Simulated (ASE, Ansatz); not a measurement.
**Electronic structure of twisted silicene bilayer, 7.34° (244 atoms)**

Wanted: forces and levels of twisted silicene bilayer, 7.34° (244 atoms).

Calculated with Ansatz 0.2.0; Kohn-Sham DFT, PBE+D3(BJ), PAW (set soft_2), localised support functions (medium).

## 1. The structure

The cell holds 244 atoms: 244 Si. Cell: a = 30.148 Å, b = 30.148 Å, c = 18.140 Å, α = 90.0°, β = 90.0°, γ = 120.0°. It derives from Si (silicene). Silicene (a = 3.86 Å) under silicene (a = 3.86 Å), bilayer, commensurate cell of 61 unit cells a layer, twist 7.34 deg; facing planes 3.26 Å apart; 14 Å of vacuum; layers as built, displaced by a Gaussian of 0.01 Å. Regions: layer 1, 122 atoms (122 Si); layer 2, 122 atoms (122 Si). Vacuum lies along c.

What the set-up can't give: Beside vacuum, support functions can miss their usual error bounds without a warning. Only the Γ point is sampled, in a cell whose shortest periodic width is 26 Å.

## 2. Support functions medium

One self-consistent run at the given positions yields energy and forces.

File input.yaml:

```yaml
crystal:
  lattice:
    - [30.1476, 0.0, 0.0]
    - [-15.0738, 26.10859, 0.0]
    - [0.0, 0.0, 18.14]
  atoms:
    - { symbol: Si, position: [0.08719, 0.86293, 0.40975] }
    - { symbol: Si, position: [0.09249, 0.7919, 0.38662] }
    - { symbol: Si, position: [0.15313, 0.01125, 0.40989] }
    - { symbol: Si, position: [0.15824, 0.93931, 0.385] }
    - { symbol: Si, position: [0.10378, 0.64953, 0.41056] }
    - { symbol: Si, position: [0.10901, 0.579, 0.38513] }
    - { symbol: Si, position: [0.16951, 0.79778, 0.40931] }
    - { symbol: Si, position: [0.17438, 0.72688, 0.38654] }
    - { symbol: Si, position: [0.23534, 0.94548, 0.41062] }
    - { symbol: Si, position: [0.2402, 0.87503, 0.38585] }
    - { symbol: Si, position: [0.12039, 0.43697, 0.4106] }
    - { symbol: Si, position: [0.12577, 0.36577, 0.38673] }
    - { symbol: Si, position: [0.18639, 0.58516, 0.40987] }
    - { symbol: Si, position: [0.191, 0.51335, 0.38731] }
    - { symbol: Si, position: [0.25183, 0.73277, 0.41003] }
    - { symbol: Si, position: [0.25679, 0.66124, 0.38665] }
    - { symbol: Si, position: [0.3176, 0.87972, 0.41043] }
    - { symbol: Si, position: [0.32228, 0.80857, 0.3865] }
    - { symbol: Si, position: [0.38266, 0.02771, 0.41016] }
    - { symbol: Si, position: [0.38881, 0.95692, 0.38622] }
    - { symbol: Si, position: [0.07123, 0.07675, 0.41033] }
    - { symbol: Si, position: [0.07649, 0.00536, 0.38632] }
    - { symbol: Si, position: [0.13676, 0.22424, 0.41055] }
    - { symbol: Si, position: [0.14141, 0.15245, 0.3853] }
    - { symbol: Si, position: [0.20218, 0.37156, 0.41117] }
    - { symbol: Si, position: [0.20784, 0.30078, 0.38569] }
    - { symbol: Si, position: [0.26775, 0.51896, 0.41038] }
    - { symbol: Si, position: [0.27358, 0.44882, 0.38635] }
    - { symbol: Si, position: [0.3338, 0.66664, 0.41035] }
    - { symbol: Si, position: [0.33914, 0.59604, 0.38621] }
    - { symbol: Si, position: [0.39905, 0.81409, 0.4109] }
    - { symbol: Si, position: [0.40414, 0.74309, 0.38584] }
    [... 206 atom lines left out ...]
    - { symbol: Si, position: [0.56049, 0.02028, 0.61455] }
    - { symbol: Si, position: [0.55508, 0.94328, 0.59069] }
    - { symbol: Si, position: [0.64245, 0.16787, 0.61388] }
    - { symbol: Si, position: [0.63705, 0.09112, 0.59025] }
    - { symbol: Si, position: [0.62556, 0.93774, 0.61347] }
    - { symbol: Si, position: [0.6202, 0.8609, 0.59036] }
kpoints:
  mp_grid: { grid: [1, 1, 1] }
hamiltonian:
  xc: pbe
  dispersion: d3bj
scf:
  occupations: { method: fermi_dirac, width: 0.025 }
  eigensolver: { kind: { support_functions: { accuracy: medium } } }
  mixing: { beta: 0.2 }
  max_iter: 150
output:
  forces: true
  eigenvalues: true
```

Run with:

```console
> ansatz run input.yaml --threads 8 --pin off --max-ram 15872MiB --backend cpu --events-out ev --progress --plain --runs-dir out
```

Numbers of over 12 decimals in the logs are rounded to 6 here.

The program printed:

```text
Warning: scf.eigensolver.kind.support_functions: disabling space-group detection — the functions' gradient is summed over unrotated k-points, so no spatial operation reduces the k-mesh or symmetrises the density; time reversal is kept, so that k and −k are solved as one point where they differ and the mesh holds both, and exact exchange and, on two spinor components, a DFT+U term hold to it where the run has them: [...]
settings of this run that can trade accuracy for cost: scf.eigensolver.kind.support_functions [...]
Engine: ansatz 0.2.0, aarch64-unknown-linux-gnu
Pseudopotentials: kind: paw
Pseudopotential: Si, paw, valence charge 4, recommended cutoff 420 eV (normal), Si.paw.azcp
Functional definition: PBE
  parameter kappa = 0.804
  parameter beta = 0.066725
  exchange = pbe_x(kappa = kappa, mu = beta*pi^2/3)
  correlation = pbe_c(beta = beta)
Crystal: 244 atoms, lattice volume = 14278.199 Å³
Basis set: ecut = 420 eV, 279229 PW (Γ), exchange–correlation on 432×432×250 points (8 copies of the dense FFT grid, shifted against one another)
Bands: 586, of which v1, the nominal top of the filled ones, is band 488 counted from 1 (487 counted from 0)
Symmetry: 1 space group operations
k-points: 1
Non-local potential: Si, projectors of the file, l = 0: 2, l = 1: 2, l = 2: 2
PAW form: soft (Blöchl's): semilocal exchange-correlation on the pseudo side does not see the compensation charge
PAW one-centre angular grid: Si, 110 points (default); XC on 64 Gauss nodes
Initial density: superposition of atomic densities (neutral atoms: chi_scale 0, normalization atom)
Initial wavefunctions: pseudopotential atomic-orbital guess
Eigensolver: Support functions (medium, 120×120×72 points, laid for a spacing of at most 0.257060 Å, radius 4.549834 Å, 408 sites without an atom, 0 species' potentials softened for the grid, 1 wholly corrected for its errors in the mean over positions, 1 with the egg-box correction, energy correction by stochastic trace)
Functional: x = pbe(κ = 0.804, μ = 0.219515), c = pbe(β = 0.066725)
SCF iter   1: F=—  HF=-155002.711458 eV  |F-HF|=—  |Δ(HF+E_count)|=         —  Δρ=2.04e-2  dr2=6.37e1  ethr=1.00e-1
preconditioner: auto → Resta (q_TF=auto, 1.745 Å⁻¹)  ε∞=5.3  [metal: Δε(μ)=0.010 eV  Ē_g=6.625 eV  σ=0.025 eV  W_gap=0.10  n_scr=1288 (ndim 8)  ℏωp=9.7 eV  f_vac=0.502  D(μ)=145.76/eV (n_scr^D=618)  ε∞_Penn≈3.1  vacuum switching off (levels at the Fermi level)]
SCF iter   2: F=—  HF=-155071.417309 eV  |F-HF|=—  |Δ(HF+E_count)|=    6.87e1  Δρ=2.32e-2  dr2=8.30e1  ethr=6.53e-3
SCF iter   3: F=—  HF=-155066.423994 eV  |F-HF|=—  |Δ(HF+E_count)|=    4.99e0  Δρ=1.88e-2  dr2=5.63e1  ethr=6.53e-3  κ⁻¹=1.0e0(r=1)
SCF iter   4: F=—  HF=-155050.333582 eV  |F-HF|=—  |Δ(HF+E_count)|=    1.61e1  Δρ=1.92e-3  dr2=2.29e0  ethr=5.77e-3  κ⁻¹=1.1e-4(r=2)
SCF iter   5: F=—  HF=-155050.653495 eV  |F-HF|=—  |Δ(HF+E_count)|=   3.20e-1  Δρ=1.93e-3  dr2=1.69e0  ethr=2.35e-4  κ⁻¹=9.1e-5(r=3)
SCF iter   6: F=—  HF=-155050.767177 eV  |F-HF|=—  |Δ(HF+E_count)|=   1.14e-1  Δρ=1.33e-3  dr2=1.06e0  ethr=1.73e-4  κ⁻¹=7.2e-5(r=4)
SCF iter   7: F=—  HF=-155050.557126 eV  |F-HF|=—  |Δ(HF+E_count)|=   2.10e-1  Δρ=4.23e-4  dr2=3.85e-1  ethr=1.09e-4  κ⁻¹=1.5e-5(r=5)
SCF iter   8: F=—  HF=-155050.454587 eV  |F-HF|=—  |Δ(HF+E_count)|=   1.03e-1  Δρ=4.60e-4  dr2=1.12e-1  ethr=3.94e-5  κ⁻¹=4.8e-7(r=6)
SCF iter   9: F=—  HF=-155050.441380 eV  |F-HF|=—  |Δ(HF+E_count)|=   1.32e-2  Δρ=3.26e-4  dr2=6.18e-2  ethr=1.15e-5  κ⁻¹=3.9e-7(r=7)
SCF iter  10: F=—  HF=-155050.462987 eV  |F-HF|=—  |Δ(HF+E_count)|=   2.16e-2  Δρ=1.86e-4  dr2=2.81e-2  ethr=6.33e-6  κ⁻¹=1.1e-6(r=7)
[...]
SCF iter  12: F=—  HF=-155050.485649 eV  |F-HF|=—  |Δ(HF+E_count)|=   1.10e-2  Δρ=1.12e-4  dr2=4.96e-3  ethr=1.10e-6  κ⁻¹=5.2e-6(r=7)
SCF iter  13: F=—  HF=-155050.495450 eV  |F-HF|=—  |Δ(HF+E_count)|=   9.80e-3  Δρ=4.81e-5  dr2=1.47e-3  ethr=5.08e-7  κ⁻¹=1.2e-6(r=7)
SCF iter  14: F=—  HF=-155050.502121 eV  |F-HF|=—  |Δ(HF+E_count)|=   6.67e-3  Δρ=4.61e-5  dr2=7.89e-4  ethr=1.51e-7  κ⁻¹=1.2e-5(r=7)
SCF iter  15: F=—  HF=-155050.507641 eV  |F-HF|=—  |Δ(HF+E_count)|=   5.52e-3  Δρ=2.01e-5  dr2=2.59e-4  ethr=8.09e-8  κ⁻¹=7.1e-4(r=7)
SCF iter  16: F=—  HF=-155050.510807 eV  |F-HF|=—  |Δ(HF+E_count)|=   3.17e-3  Δρ=1.60e-5  dr2=1.55e-4  ethr=2.65e-8  κ⁻¹=9.3e-5(r=7)
SCF iter  17: F=—  HF=-155050.516215 eV  |F-HF|=—  |Δ(HF+E_count)|=   5.41e-3  Δρ=1.02e-5  dr2=3.03e-5  ethr=1.58e-8  κ⁻¹=8.9e-6(r=7)
SCF iter  18: F=—  HF=-155050.517563 eV  |F-HF|=—  |Δ(HF+E_count)|=   1.35e-3  Δρ=7.36e-6  dr2=1.89e-5  ethr=3.10e-9  κ⁻¹=4.3e-5(r=7)
SCF iter  19: F=—  HF=-155050.518818 eV  |F-HF|=—  |Δ(HF+E_count)|=   1.26e-3  Δρ=5.23e-6  dr2=1.27e-5  ethr=1.93e-9  κ⁻¹=1.6e-5(r=7)
SCF iter  20: F=—  HF=-155050.520868 eV  |F-HF|=—  |Δ(HF+E_count)|=   2.05e-3  Δρ=1.81e-6  dr2=2.26e-6  ethr=1.30e-9  κ⁻¹=1.7e-5(r=7)
SCF iter  21: F=-155050.521725 eV  HF=-155050.521538 eV  |F-HF|=1.87e-4  |Δ(HF+E_count)|=   6.70e-4  Δρ=1.26e-6  dr2=1.18e-6  ethr=2.31e-10
SCF 1 converged in 21 iterations: F = -155050.533770 eV  dr2 = 1.18e-6
  greatest PAW one-centre occupation: 0.652 electrons in one spin orbital (limit 2), on the Si atom at site 31 (counted from 0), in its partial waves of l = 0
SCF converged after 21 iterations
Stability not checked: this state was not tested for a lower state beside it, because the mixer in use, unlike msr1, does not test its closes by its own steps (another_mixer; see scf.mixing.algorithm and scf.lower_state_search)
Free energy (F): -155050.533770 eV
Harris-Foulkes:  -155050.533582 eV  (|F-HF|=1.87e-4)
Internal energy: -155050.246600 eV  (E = F + TS)
E sigma→0 (E₀):  -155050.390185 eV
Entropy (-TS):   -0.287170 eV (-1.177 meV/atom)
Fermi energy:    -0.859315 eV
--- Per-component energies (eV) ---
  E_band       = -5708.695494
  E_kinetic    = 9529.337563
  E_local      = -139562.666838  (includes V_loc(G=0)·N_el)
  E_nonlocal   = 6381.161101
  E_grid_corr  = 0.034016  (part of E_nonlocal)
  E_hartree    = 64826.022098
  E_xc         = -13270.214480
  E_vxc        = -11131.184090  (∫ρ·V_xc dr)
  E_paw        = -125092.882136  (= ΣΔE_a)
  E_vpaw       = -577.686498  (= ΣTr[D̂ρ^β])
  E_aug_tail   = 0.001558  (compensation charges beyond the density's cutoff)
  E_ewald      = 42205.418909
  E_disp       = -66.412332  (pairwise vdW)
  E_smearing   = -0.287170  (= −TS)
  E_closure    = 0.000000  (closes the sum)
  E_support_correction = -0.012044  (second-order, or where that is not computed along the SCF)
  E_support_correction_error = 1.5e-4  (of E_support_correction; not in F)
  Σ components = -155050.533770   (vs F -155050.533770, Δ=0.00e0)
--- Forces (eV/Å), atoms counted from 1 ---
  atom   1  Si    -0.12193078     0.03871960     0.44276159
  atom   2  Si     0.25422443     0.12401130    -0.13738531
  atom   3  Si     0.00899549    -0.41022694     0.48435757
  atom   4  Si     0.03034977     0.10628280    -0.01203352
  atom   5  Si    -0.29245363     0.19931760     0.20991666
  atom   6  Si     0.33562348     0.04279756    -0.06834634
  atom   7  Si    -0.20458202     0.17011837     0.28104339
  atom   8  Si     0.34167222    -0.21219240    -0.05011583
  atom   9  Si    -0.27876599     0.21752624     0.33778376
  atom  10  Si     0.55392915    -0.35229682    -0.03476172
  atom  11  Si    -0.14470507    -0.15463056     0.35620463
  atom  12  Si     0.05478101     0.11549025    -0.11148055
  atom  13  Si    -0.25204078    -0.26238809     0.23147708
  atom  14  Si     0.12434321     0.22262210    -0.08712076
[...]
atom 243  Si     0.26271225    -0.09191335     0.11101518
  atom 244  Si    -0.10174524     0.19580962    -0.49686117
  max |Σ_I F_I| component: 4.56e-4 eV/Å
--- Band table (eV) ---
  k-point 0: bands = ["-12.2021", "-12.0313", "-12.0204", "-12.0185", [... 493 levels ...], "-0.5246", "-0.5145", "-0.5009", "-0.4624", "-0.4374", "-0.4256", "-0.4206", "-0.3998", "-0.3756", "-0.3518", "-0.2560", "-0.2358"]
settings of this run that can trade accuracy for cost: scf.eigensolver.kind.support_functions [...]
```

Run time: 4.3 min. Hardware: 8 threads of Arm Neoverse V2, shared host; peak memory 11 GiB.

The program notes that the band table was not solved further than the SCF left it and it switched symmetry off. Further notices: vacuum switching off with vacuum.

Numbers from this run:

- free energy: -155050.5338 eV
- free energy per atom: -635.4530 eV/atom
- SCF cycles: 21
- r.m.s. force component: 0.2497 eV/Å
- longest force: 0.8376 eV/Å
- Fermi energy: -0.8593 eV
- levels partly filled by over 2 per cent: 12

Length of the force by element:

| element | coordination | atoms | mean length of the force (eV/Å) | spread | least | most |
| --- | --- | --- | --- | --- | --- | --- |
| Si | all | 244 | 0.400 | 0.165 | 0.0306 | 0.838 |

By region:

```csv
region,atoms,mean length of the force (eV/Å)
layer 1,122,0.396
layer 2,122,0.404
```

The levels nearest the highest filled one (over half full), pooled over k-points and spins:

| level less the highest filled one (eV) | occupation |
| --- | --- |
| -0.260 | 2 |
| -0.0498 | 1.87 |
| -0.0453 | 1.85 |
| -0.0415 | 1.83 |
| -0.0119 | 1.52 |
| 0 | 1.33 |
| 0.0244 | 0.859 |
| 0.0297 | 0.757 |
| 0.0372 | 0.621 |
| 0.0448 | 0.5 |
| 0.0578 | 0.33 |
| 0.0618 | 0.289 |

## 3. Structure statistics

These statistics describe the geometry on which the runs were made.

Normalised to the volume that the atoms fill. Pair distribution function in bins of 0.1 Å:

```
r (Å)  total
 2.15   0.00
 2.25   9.02
 2.35   0.22
 2.45   0.00
 2.55   0.00
 2.65   0.00
 2.75   0.00
 2.85   0.00
 2.95   0.00
 3.05   0.00
 3.15   0.00
 3.25   0.04
 3.35   0.14
 3.45   0.10
 3.55   0.09
 3.65   0.12
 3.75   0.28
 3.85   6.72
 3.95   0.29
 4.05   0.29
 4.15   0.35
 4.25   0.35
 4.35   0.36
 4.45   2.59
 4.55   0.47
 4.65   0.34
 4.75   0.34
 4.85   0.31
 4.95   0.30
 5.05   0.30
 5.15   0.32
 5.25   0.30
 5.35   0.30
 5.45   0.27
 5.55   0.27
 5.65   0.29
 5.75   0.28
 5.85   0.83
 5.95   2.41
 6.05   0.25
 6.15   0.27
 6.25   0.24
 6.35   0.24
 6.45   0.27
```

Bonds by pair of elements; cutoffs follow the first minimum of g(r), held within bounds set by covalent radii, and pairs that aren't listed don't count as bonded:

| pair A-B | cutoff (Å) | bonds | mean length (Å) | spread (Å) | shortest (Å) | B about A | A about B |
| --- | --- | --- | --- | --- | --- | --- | --- |
| Si-Si | 2.68 | 366 | 2.27 | 0.015 | 2.23 | 3 | 3 |

How many atoms have how many bonded neighbours:

```
element  mean    3
     Si     3  244
```

Bond angles, per cent of each kind in bins of 5°:

| angle (°) | Si-Si-Si |
| --- | --- |
| 110–115 | 0.7 |
| 115–120 | 99.3 |

Bond angles (no mean is given where the spread exceeds 20°):

```
   angle  count  mean (°)  spread (°)
Si-Si-Si    732       116         0.6
```

The first maximum of g(r) stands at about 2.27 Å. With the cutoffs above, all Si atoms have 3 bonded neighbours. The Si-Si-Si angle averages 116° with a spread of 0.6°.

Local excerpt of 17 atoms (numbers count through the whole input) about Si168, which bears the longest force; x, y, z are measured from there.

```csv
atom,x,y,z,distance (Å),bonds,Fx,Fy,Fz (eV/Å)
Si168,0.00,0.00,0.00,0.00,3,0.30,0.36,-0.70
Si165,-1.22,-1.82,0.44,2.24,3,-0.06,-0.44,0.22
Si167,-0.98,2.01,0.43,2.27,3,-0.02,0.02,0.14
Si179,2.23,-0.13,0.45,2.28,3,0.15,-0.13,0.07
Si89,0.24,0.07,-3.25,3.26,3,-0.21,-0.06,0.64
Si154,-3.44,-1.70,-0.01,3.83,3,-0.16,-0.27,-0.56
Si166,-0.24,-3.84,-0.01,3.84,3,0.19,0.13,-0.55
Si156,-3.20,2.16,0.00,3.86,3,0.02,-0.28,-0.62
Si170,0.26,3.87,0.00,3.88,3,-0.02,-0.20,-0.64
Si182,3.48,1.72,0.01,3.88,3,-0.33,0.11,-0.60
Si180,3.25,-2.13,-0.01,3.88,3,-0.37,0.18,-0.52
Si76,-1.99,-0.08,-3.70,4.20,3,-0.19,0.10,-0.05
Si90,1.45,-1.79,-3.72,4.37,3,0.17,-0.14,-0.09
Si120,1.21,2.07,-3.71,4.42,3,0.22,-0.03,-0.16
Si153,-4.44,0.29,0.43,4.47,3,0.20,0.10,0.16
Si129,1.99,-4.00,0.43,4.48,3,0.03,0.39,0.13
Si181,2.48,3.73,0.44,4.50,3,0.14,0.09,0.10
```

The column of bonds counts only the pairs Si-Si within 2.68 Å; other neighbours, such as metal atoms beside each other in a compound, aren't counted, and periodic images can show an atom twice.

## 4. Outcome

| Property | Result |
| --- | --- |
| free energy per atom | -635.4530 eV/atom |
| r.m.s. force component | 0.2497 eV/Å |
| wall time of the 1 DFT run | 4.3 min |

**Reading.** No gap is quoted, since levels at the Fermi energy are partly filled. With the cutoffs above, all Si atoms have 3 bonded neighbours.

What to keep in mind: The geometry was built by rule, was displaced at random and isn't relaxed at this level: its force components are 0.25 eV/Å r.m.s.

[Logs are printed without paths, hosts, clocks, repeated set-up lines and the standing remarks that a program may print on its own settings, such as how far it seeks lower states.]

[Hosts, paths, dates, database ids (printed as entryN), source tags and the programs' standing remarks are cut or masked in the printed files.]
